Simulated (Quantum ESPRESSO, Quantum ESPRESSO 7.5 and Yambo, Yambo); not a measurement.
# NH4Br (P-43m): bands and cutoff in G0W0 with Yambo

Wanted: a converged G0W0 gap of NH4Br (P-43m), or an estimate of the limit.

Main program and level: Quantum ESPRESSO 7.5 and Yambo 5.3.0; PBEsol and many-body steps on it, plane waves.

## (1) Set-up

Symmetry: P-43m, No. 215, cubic system. The conventional cell has a = 4.000 Å, b = 4.000 Å, c = 4.000 Å, α = 90.00°, β = 90.00°, γ = 90.00°. Nearest to H lie 1 N at 1.03 Å. Br has 4 H at 2.44 Å nearest. N has 4 H at 1.03 Å nearest. Farther neighbours and most contacts between anions are not listed.

The cell and positions come from the Crystallography Open Database and are kept as given unless a step says otherwise.

## (2) Empty states on the mesh, 4×4×4 mesh, 274 bands

This step: Quantum ESPRESSO 7.5; DFT, PBEsol, plane waves, norm-conserving pseudopotentials.

The sums over transitions need many empty states on a uniform mesh; this step solves for them.

The input, pw.in:

```
&control
  calculation = 'nscf'
  prefix = 'x'
  outdir = 'o'
  pseudo_dir = 'pseudo'
/
&system
  ibrav = 0
  nat = 6
  ntyp = 3
  ecutwfc = 72.0
  nbnd = 274
  force_symmorphic = .true.
/
&electrons
  conv_thr = 1e-9
  electron_maxstep = 80
  diago_full_acc = .true.
  diago_thr_init = 5e-6
/
ATOMIC_SPECIES
  H 1.008 H.upf
  Br 79.904 Br.upf
  N 14.007 N.upf
CELL_PARAMETERS angstrom
  4.0000000000 0.0000000000 0.0000000000
  0.0000000000 4.0000000000 0.0000000000
  0.0000000000 0.0000000000 4.0000000000
ATOMIC_POSITIONS crystal
  H 0.1480000000 0.1480000000 0.1480000000
  H 0.1480000000 0.8520000000 0.8520000000
  H 0.8520000000 0.8520000000 0.1480000000
  H 0.8520000000 0.1480000000 0.8520000000
  Br 0.5000000000 0.5000000000 0.5000000000
  N 0.0000000000 0.0000000000 0.0000000000
K_POINTS automatic
  4 4 4 0 0 0
```

Started as:

```
OMP_NUM_THREADS=1 mpirun -n 4 pw.x -nk 4 -in pw.in > pw.out
```

What it wrote:

```text
Program PWSCF v.7.5 starts

     This program is part of the open-source Quantum ESPRESSO suite
     for quantum simulation of materials; please cite
         "P. Giannozzi et al., J. Phys.:Condens. Matter 21 395502 (2009);
         "P. Giannozzi et al., J. Phys.:Condens. Matter 29 465901 (2017);
         "P. Giannozzi et al., J. Chem. Phys. 152 154105 (2020);
     in publications or presentations arising from this work. More details at

     Atomic positions and unit cell read from directory:
     o/x.save/

     Message from routine setup:
[...]
k = 0.0000 0.0000-0.5000 (  4436 PWs)   bands (ev):

[...]
54.3928  55.3697  56.3153  56.3672  56.3672  57.6653  59.0821  61.6506
     [... 23 further rows ...]
   144.7072 144.7072 144.9811 144.9811 145.1036 145.3315 145.4394 146.3737
   146.5346 146.6528

          k = 0.0000 0.2500 0.2500 (  4466 PWs)   bands (ev):

     [... further k-points ...]

     highest occupied, lowest unoccupied level (ev):     1.0790    5.1764

     XML data file, pseudopotentials, collected wavefunctions

=------------------------------------------------------------------------------=
   JOB DONE.
=------------------------------------------------------------------------------=
```

It took 43 s on 4 MPI ranks of Arm Neoverse V1, shared host; peak memory 0.63 GiB; 2.9 min of CPU time.

Numbers from this step:

- gap: 4.097 eV
- k of the valence top: 0, -0.5, -0.5
- k of the conduction bottom: 0, 0, 0
- least direct gap: 4.185 eV
- k points computed: 10
- lowest point of the top converged band, above the valence top: 135.4085 eV

On this mesh the gap is 4.097 eV.

The density comes from a self-consistent run that is not shown.

## (3) Conversion and set-up

This step: Yambo 5.3.0; conversion and set-up on PBEsol, plane waves, norm-conserving pseudopotentials.

The states are converted to the many-body program's format and the q mesh is built.

Started as:

```
(cd o/x.save; p2y > p2y.log; mv SAVE ../..); yambo > setup.log
```

What it wrote:

```text
 Yambo, version 5.3.0

 [02] CORE Variables Setup
 =========================

  [02.01] Unit cells
  ==================

  Cell kind             :  CUB
  Atoms in the cell     :  H  Br  N
  number of H  atoms    :   4
  number of Br atoms    :  1
  number of N  atoms    :  1

  List of atomic masses
  Mass of H     :  1.008000
  Mass of Br    :  79.90400
  Mass of N     :  14.00700

  List of atomic coordinates    : [cc]
  H1       :  1.118718  1.118718  1.118718  order 1
  H2       :  1.118718  6.440187  6.440187  order 2
  H3       :  6.440187  6.440187  1.118718  order 3
[...]
IBZ Q-points                                      :  10
 BZ  Q-points                                      :   64

 K/Q-points units:
 rlu = crystal or reduced units; cc = cartesian coordinates; iku = interal k-units

 Q [ 1]         [rlu]:  0.000000  0.000000  0.000000
 Q [ 2]         [rlu]:  0.000000  0.000000  0.250000
 Q [ 3]         [rlu]:  0.000000  0.000000 -0.500000
[...]
Q [ 8]         [rlu]:  0.250000  0.250000 -0.500000
 Q [ 9]         [rlu]:  0.250000 -0.500000 -0.500000
 Q [10]         [rlu]: -0.500000 -0.500000 -0.500000

  [03.01] X indexes
  =================

   [03.01.01] Sigma indexes
   ========================

 [06] Game Over & Game summary
```

Elapsed: 2.8 s, on 1 MPI rank; peak memory 0.25 GiB.

## (4) 41 bands, 74.8 eV

Now the one-shot GW correction: screening in the RPA, then the self-energy of the levels asked for.

This step: G0W0 on PBEsol, plane waves, norm-conserving pseudopotentials.

The input, gw1.in:

```
HF_and_locXC
gw0
dyson
ppa
em1d
rim_cut
RandQpts= 1000000
RandGvec= 1 RL
EXXRLvcs= 72 Ry
VXCRLvcs= 288 Ry
Chimod= "HARTREE"
% BndsRnXp
 1 | 41 |
%
NGsBlkXp= 5.5 Ry
% LongDrXp
 1 | 1 | 1 |
%
% GbndRnge
 1 | 41 |
%
DysSolver= "n"
ExtendOut
PPAPntXp= 27.21138 eV
% QPkrange
 6 | 6 | 7 | 10 |
 1 | 1 | 7 | 10 |
%
```

Started as:

```
OMP_NUM_THREADS=1 mpirun -n 4 yambo -F gw1.in -J gw1 -C gw1 > gw1.log
```

What it wrote:

```text
 Yambo, version 5.3.0

 [02] CORE Variables Setup
 =========================

  [... cell, symmetries and grids as in the set-up ...]

  [02.05] Energies & Occupations
  ==============================

  [X] === General ===
  [X] Electronic Temperature                        :  0.000000  0.000000 [eV K]
  [X] Bosonic    Temperature                        :  0.000000  0.000000 [eV K]
  [X] Finite Temperature mode                       : no
  [X] El. density                                   :  0.25000E+24 [cm-3]
  [X] Fermi Level                                   :  1.079024 [eV]

  [X] === Gaps and Widths ===
  [X] Conduction Band Min                           :  4.097338 [eV]
  [X] Valence Band Max                              :  0.000000 [eV]
  [X] Filled Bands                                  :   8
  [X] Empty Bands                                   :    9  274
  [X] Direct Gap                                    :  4.184637 [eV]
  [X] Direct Gap localized at k                     :  1
  [X] Indirect Gap                                  :  4.097338 [eV]
  [X] Indirect Gap between kpts                     :   6   1
  [X] Last valence band width                       :  1.471107 [eV]
  [X] 1st conduction band width                     :  3.655939 [eV]

 [03] Transferred momenta grid and indexing
 ==========================================

 IBZ Q-points                                      :  10
 BZ  Q-points                                      :   64

 K/Q-points units:
 rlu = crystal or reduced units; cc = cartesian coordinates; iku = interal k-units

 Q [ 1]         [rlu]:  0.000000  0.000000  0.000000
 Q [ 2]         [rlu]:  0.000000  0.000000  0.250000
 Q [ 3]         [rlu]:  0.000000  0.000000 -0.500000
 Q [ 4]         [rlu]:  0.000000  0.250000  0.250000
 Q [ 5]         [rlu]:  0.000000  0.250000 -0.500000
 Q [ 6]         [rlu]:  0.000000 -0.500000 -0.500000
 Q [ 7]         [rlu]:  0.250000  0.250000  0.250000
 Q [ 8]         [rlu]:  0.250000  0.250000 -0.500000
 Q [ 9]         [rlu]:  0.250000 -0.500000 -0.500000
 Q [10]         [rlu]: -0.500000 -0.500000 -0.500000

 [04] Coloumb potential Random Integration (RIM)
 ===============================================

  [04.01] RIM initialization
  ==========================

  * Diagonal components only detected *

  8 x (sBL volume)        :  0.071792 [a.u.]
  sBZ random points       :  1000000
  Points outside the sBZ  :   7992674
  RL volume               :  0.574332 [a.u.]
  Integrated volume       :  0.574858 [a.u.]

  [04.02] RIM integrals
  =====================

  Gamma point sphere radius             :  0.075389 [a.u.]
  Points outside the sphere             :   799758
  [Int_sBZ(q=0) 1/q^2]*(Vol_sBZ)^(-1/3) =:  7.677921
                                 should be <:  7.795600

  Summary of Coulomb integrals for non-metallic bands |Q|[au] RIM/Bare

  Q [1] 0.100000E-4 0.984904 * Q [2] 0.207807 1.050352
  Q [4] 0.293884 1.049366 * Q [7] 0.359933 1.034451
  Q [3] 0.415615 1.019613 * Q [5] 0.464671 1.017741
  Q [8] 0.509022 1.015471 * Q [6] 0.587768 1.012059
  Q [9] 0.623422 1.010860 * Q [10] 0.719866 1.008585

 [WARNING] [Xp] User bands 1-41 break level degeneracy

 [05] Dipoles
 ============

  [05.01] Setup: observables and procedures
  =========================================

 [06] Dynamic Dielectric Matrix (PPA)
 ====================================

 [WR./gw1//ndb.pp]---------------------------------------------------------------
  Brillouin Zone Q/K grids (IBZ/BZ)                :   10   64   10   64
  RL vectors                                       :   5575 [WF]
  Coulomb cutoff potential                         : none
  Electronic Temperature                           :  0.000000 [K]
  Bosonic    Temperature                           :  0.000000 [K]
  PPA    diel. fun.  energies                      : Perdew, Burke & Ernzerhof SOL(X)+Perdew, Burke & Ernzerhof SOL(C)
  wavefunctions                                    : Perdew, Burke & Ernzerhof SOL(X)+Perdew, Burke & Ernzerhof SOL(C)
  Global Gauge                                     : length
  X matrix size                                    :  123
  X band range                                     :    1   41
  X e/h energy range                               : -1.000000 -1.000000 [eV]
  X Time ordering                                  : R
  X Hxc Kernel                                     : HARTREE
  X Drude frequency                                :  0.000000  0.000000
  X poles                                          :  100.0000 [o/o]
  RL vectors in the sum                            :   5575
  [r,Vnl] included                                 : yes
  Field direction                                  :  0.577350E-5  0.577350E-5  0.577350E-5
  BZ energy Double Grid                            : no
  BZ energy DbGd points                            : 0
  BZ Q point size factor                           : -1.000000
  X Optical Averaged directions                    : none

 [07] Local Exchange-Correlation + Non-Local Fock
 ================================================

 [VXC] Plane waves :   35585
 [EXS] Plane waves :   4553

 QP @ state[ 1 ] K range:  1  1
 QP @ state[ 1 ] b range:   7  10
 QP @ state[ 2 ] K range:   6   6
 QP @ state[ 2 ] b range:   7  10

 [xc] Functional : Perdew, Burke & Ernzerhof SOL(X)+Perdew, Burke & Ernzerhof SOL(C)
 [xc] LIBXC used to calculate xc functional
  PP Number of Atomic Species                      :  3
  NLCC RL compoments                               :   35585
  PP Number of Atomic Species                      :  3
  NLCC RL compoments                               :   35585

 [xc] E_xc :  -6.509624 [Ha]
      E_xc :  -13.01925 [Ry]

  Local XC kind (lXC) : Perdew, Burke & Ernzerhof SOL(X)+Perdew, Burke & Ernzerhof SOL(C)
  Non-Local XC kind (nlXC) : Hartree-Fock

  Corrections @ K [1] :  [eV]
 <7|nlXC|7> = -16.66521 -0.68265E-17 <7|lXC|7> = -12.99873 -0.14161E-15
 <8|nlXC|8> = -16.66524 -0.71901E-18 <8|lXC|8> = -12.99873 -0.94408E-16
 <9|nlXC|9> = -5.012816  0.17463E-18 <9|lXC|9> = -9.265698  0.000000
 <10|nlXC|10> = -2.999236 -0.86873E-18 <10|lXC|10> = -7.167320 -0.18882E-15

  Corrections @ K [6] :  [eV]
 <7|nlXC|7> = -16.53413  0.65650E-17 <7|lXC|7> = -12.54733  0.18882E-15
 <8|nlXC|8> = -16.53186 -0.24155E-17 <8|lXC|8> = -12.86961  0.14161E-15
 <9|nlXC|9> = -4.391800 -0.10706E-18 <9|lXC|9> = -8.740475  0.94408E-16
 <10|nlXC|10> = -4.300161  0.32767E-17 <10|lXC|10> = -8.981473 -0.47204E-16

 [08] Dyson equation: Newton solver
 ==================================

  [08.01] G0W0 (W PPA)
  ====================

  [  GW  ] Bands range     :    1   41
  [GW/PPA] G damping       :  0.100000 [eV]

  QP @ state[ 1 ] K range:  1  1
  QP @ state[ 1 ] b range:   7  10
  QP @ state[ 2 ] K range:   6   6
  QP @ state[ 2 ] b range:   7  10

   Sc/G bands                                       :    1   41
   Sc/G damping                                     :  0.100000 ev
   Sc bands terminator                              : no
   Sx RL components                                 :   4553

   QP @ state[ 1 ] K range                          :  1  1
   QP @ state[ 1 ] b range                          :   7  10
   QP @ state[ 2 ] K range                          :   6   6
   QP @ state[ 2 ] b range                          :   7  10
   GF energies kind                                 : Perdew, Burke & Ernzerhof SOL(X)+Perdew, Burke & Ernzerhof SOL(C)
   GF WF`s kind                                     : Perdew, Burke & Ernzerhof SOL(X)+Perdew, Burke & Ernzerhof SOL(C)
   Xs energies kind                                 : Perdew, Burke & Ernzerhof SOL(X)+Perdew, Burke & Ernzerhof SOL(C)
   Xs WF`s kind                                     : Perdew, Burke & Ernzerhof SOL(X)+Perdew, Burke & Ernzerhof SOL(C)

 [11] Game Over & Game summary
```

Elapsed: 19 s, on 4 MPI ranks; peak memory 1.4 GiB; 71 s of CPU time.

Numbers from this step:

```
G0W0 gap on the points computed              : 6.322 eV
starting gap on the mesh                     : 4.097 eV
k of the valence top                         : 0, -0.5, -0.5
k of the conduction bottom                   : 0, 0, 0
least direct G0W0 gap on the computed points : 6.394 eV
Z at the valence top                         : 0.8247
Z at the conduction bottom                   : 0.8569
```

The gap on the mesh goes from 4.10 eV to 6.32 eV, a correction of +2.22 eV.

(Part 1 of 2 ends here.)

[Paths, hosts, dates, memory and timing lines, banners, echoed tables and standing remarks are left out of the program output.]

[Logs are printed without paths, hosts, clocks, repeated set-up lines and the standing remarks that a program may print on its own settings, such as how far it seeks lower states.]

[Runs of the session that timed out or met a known fault of the program may be left out.]

[Hosts, paths, dates, database ids (printed as entryN), source tags and the programs' standing remarks are cut or masked in the printed files.]
